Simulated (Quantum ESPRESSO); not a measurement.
# Collinear magnetic orders of MnPt3 with Quantum ESPRESSO, part 2 of 2

A self-consistent run ends on one state, which hangs on the start. Several orders of MnPt3 are started in Quantum ESPRESSO and their energies compared.

Quantum ESPRESSO 7.5; PBEsol; plane waves with GBRV 1.5 PBEsol potentials, no spin-orbit coupling.

So far, absolute magnetization (μB): step 2 (run 1, typed as ferro +) 4.39.

## (4) Run 3, typed as antiferro q=(0,0,1/2) +−

The cell is doubled to 8 atoms to hold this order.

pw.in reads:

```
&CONTROL
  calculation = 'scf'
  prefix = 'pwscf'
  outdir = './tmp'
  pseudo_dir = './pseudo'
  disk_io = 'nowf'
/
&SYSTEM
  ibrav = 0
  nat = 8
  ntyp = 3
  ecutwfc = 40
  ecutrho = 280
  nbnd = 78
  occupations = 'smearing'
  smearing = 'fd'
  degauss = 0.00734986
  nspin = 2
  starting_magnetization(1) = 0.2333
  starting_magnetization(2) = -0.2333
  starting_magnetization(3) = 0
/
&ELECTRONS
  conv_thr = 1.6d-08
  electron_maxstep = 150
  mixing_beta = 0.3
/
ATOMIC_SPECIES
Mn1    54.9380 mn_pbesol_v1.5.uspp.F.UPF
Mn2    54.9380 mn_pbesol_v1.5.uspp.F.UPF
Pt    195.0840 pt_pbesol_v1.4.uspp.F.UPF
CELL_PARAMETERS angstrom
   3.9000000000    0.0000000000    0.0000000000
   0.0000000000    3.9000000000    0.0000000000
   0.0000000000    0.0000000000    7.8000000000
ATOMIC_POSITIONS crystal
Mn1     0.0000000000    0.0000000000    0.0000000000
Mn2     0.0000000000    0.0000000000    0.5000000000
Pt      0.0000000000    0.5000000000    0.2500000000
Pt      0.0000000000    0.5000000000    0.7500000000
Pt      0.5000000000    0.0000000000    0.2500000000
Pt      0.5000000000    0.0000000000    0.7500000000
Pt      0.5000000000    0.5000000000    0.0000000000
Pt      0.5000000000    0.5000000000    0.5000000000
K_POINTS automatic
6 6 3 0 0 0
```

Run with:

```console
$ OMP_NUM_THREADS=1 mpirun -n 4 pw.x -nk 4 -in pw.in > pw.out
```

Log:

```text
     [... lines left out ...]
Program PWSCF v.7.5 starts
     [... lines left out ...]
     number of atoms/cell      =            8
     [... lines left out ...]
     number of electrons       =       126.00
     number of Kohn-Sham states=           78
     kinetic-energy cutoff     =      40.0000  Ry
     charge density cutoff     =     280.0000  Ry
     scf convergence threshold =      1.6E-08
     [... lines left out ...]
     16 Sym. Ops., with inversion, found
     [... lines left out ...]
     number of k points=    20  Fermi-Dirac smearing, width (Ry)=  0.0073
     [... lines left out ...]
     iteration # 16     ecut=    40.00 Ry     beta= 0.30
     [... lines left out ...]
     Magnetic moment per site  (integrated on atomic sphere of radius R)
     atom   1 (R=0.292)  charge= 13.6810  magn=  3.7251
     atom   2 (R=0.292)  charge= 13.6810  magn= -3.7251
     atom   3 (R=0.292)  charge= 14.0297  magn= -0.0000
     atom   4 (R=0.292)  charge= 14.0297  magn= -0.0000
     atom   5 (R=0.292)  charge= 14.0297  magn= -0.0000
     atom   6 (R=0.292)  charge= 14.0297  magn= -0.0000
     atom   7 (R=0.292)  charge= 14.0254  magn=  0.0596
     atom   8 (R=0.292)  charge= 14.0254  magn= -0.0596
     [... lines left out ...]
     the Fermi energy is    20.6496 ev
!    total energy              =   -1685.66092153 Ry
     estimated scf accuracy    <       0.00000001 Ry
     smearing contrib. (-TS)   =      -0.02037904 Ry
     [... lines left out ...]
     total magnetization       =     0.00 Bohr mag/cell
     absolute magnetization    =     8.22 Bohr mag/cell
     convergence has been achieved in  16 iterations
```

Wall time 60 s (4 MPI ranks of Intel Xeon Platinum 8488C (Sapphire Rapids), shared host); peak memory 0.73 GiB; 4 min of CPU time.

Spin moment in the atom's sphere by atom:

```tsv
atom	spin moment in the atom's sphere (μB)
Mn1	3.73
Mn2	-3.73
Pt3	0.00
Pt4	0.00
Pt5	0.00
Pt6	0.00
Pt7	0.06
Pt8	-0.06
```

Numbers from this step:

```
smearing term TS       : 0.2773 eV
magnetization          : 0 μB
absolute magnetization : 8.217 μB
final state            : antiferromagnetic
```

## (5) Start 4: no spin polarisation

pw.in reads:

```
&CONTROL
  calculation = 'scf'
  prefix = 'pwscf'
  outdir = './tmp'
  pseudo_dir = './pseudo'
  disk_io = 'nowf'
/
&SYSTEM
  ibrav = 0
  nat = 4
  ntyp = 2
  ecutwfc = 40
  ecutrho = 280
  nbnd = 41
  occupations = 'smearing'
  smearing = 'fd'
  degauss = 0.00734986
/
&ELECTRONS
  conv_thr = 8d-09
  electron_maxstep = 150
  mixing_beta = 0.3
/
ATOMIC_SPECIES
Mn     54.9380 mn_pbesol_v1.5.uspp.F.UPF
Pt    195.0840 pt_pbesol_v1.4.uspp.F.UPF
CELL_PARAMETERS angstrom
   3.9000000000    0.0000000000    0.0000000000
   0.0000000000    3.9000000000    0.0000000000
   0.0000000000    0.0000000000    3.9000000000
ATOMIC_POSITIONS crystal
Mn      0.0000000000    0.0000000000    0.0000000000
Pt      0.0000000000    0.5000000000    0.5000000000
Pt      0.5000000000    0.0000000000    0.5000000000
Pt      0.5000000000    0.5000000000    0.0000000000
K_POINTS automatic
6 6 6 0 0 0
```

Log:

```text
     [... lines left out ...]
Program PWSCF v.7.5 starts
     [... lines left out ...]
     number of atoms/cell      =            4
     [... lines left out ...]
     number of electrons       =        63.00
     number of Kohn-Sham states=           41
     kinetic-energy cutoff     =      40.0000  Ry
     charge density cutoff     =     280.0000  Ry
     scf convergence threshold =      8.0E-09
     [... lines left out ...]
     48 Sym. Ops., with inversion, found
     [... lines left out ...]
     number of k points=    20  Fermi-Dirac smearing, width (Ry)=  0.0073
     [... lines left out ...]
     iteration # 14     ecut=    40.00 Ry     beta= 0.30
     [... lines left out ...]
     the Fermi energy is    20.6881 ev
!    total energy              =    -842.73188187 Ry
     estimated scf accuracy    <          4.5E-10 Ry
     smearing contrib. (-TS)   =      -0.02046170 Ry
     [... lines left out ...]
     convergence has been achieved in  14 iterations
```

It took 7 s on 4 MPI ranks; peak memory 0.37 GiB; 27 s of CPU time.

Numbers from this step:

- smearing term TS: 0.2784 eV
- final state: non-magnetic (no spin polarisation)

## (6) Ranking

An order is kept where moments of 0.15 μB or more survive with the typed signs; meshes match where a doubled cell samples the same k points as the first cell.

Orders:

```tsv
start	final state	typed order kept	energy over the lowest (meV a seeded atom)	largest site moment (μB)	net moment (μB a cell of the first run)	mesh matched	CPU time (s)
ferro +	ferromagnetic	yes	0	3.743	4.177	yes	52.06
antiferro q=(0,1/2,1/2) +-	antiferromagnetic	yes	22.38	3.712	0	yes	312.7
antiferro q=(0,0,1/2) +-	antiferromagnetic	yes	21.42	3.725	0	yes	239.3
no spin polarisation	non-magnetic	-	1363	0	0	yes	27.13
```

## (7) A Heisenberg model

E = −Σ J e·e over ordered pairs of unit vectors, so each pair counts twice. As many shells are taken as there are differences of energy, so the couplings are solved for and no residual tests the model; further shells are folded in, and shells whose pairs keep their relative signs in all orders cancel and are not probed. Couplings from the energies:

```tsv
pair	distance (Å)	neighbours an atom	J (meV)
Mn-Mn	3.9	6	0.2388
Mn-Mn	5.515	12	1.279
```

## (8) What came out

```yaml
lowest_state_found: ferromagnetic (from ferro +)
largest_site_moment: 3.74 μB
next_state_with_moments: antiferromagnetic, 21.4 meV a seeded atom higher
state_without_moments: 1363 meV a seeded atom higher
j_of_the_weightiest_shell: 1.28 meV
```

What this shows: Forming the moments gains more than four times the spread of the orders, as local moments do. The smearing terms TS of the orders run from 118 to 139 meV a seeded atom, so the differences would change at a smaller width: an order with a larger TS is lowered more by the smearing. The largest moment changes by 0.82 % between the kept orders, as for well localised moments. Only these 4 starts were compared; other wavevectors, canted and longer-period orders were not. Energies are free energies at an electronic temperature of 1160 K, which lowers moments and differences where the moments are itinerant.

[Logs and program files are shortened in this print: banners, set-up blocks, solver, clock and traceback lines can be left out without a mark of their own.]

[Logs are printed without paths, hosts, clocks, repeated set-up lines and the standing remarks that a program may print on its own settings, such as how far it seeks lower states.]

[Hosts, paths, dates, database ids (printed as entryN), source tags and the programs' standing remarks are cut or masked in the printed files.]

[Where a cell is said to come from a database of computed structures, the database is the Materials Project.]
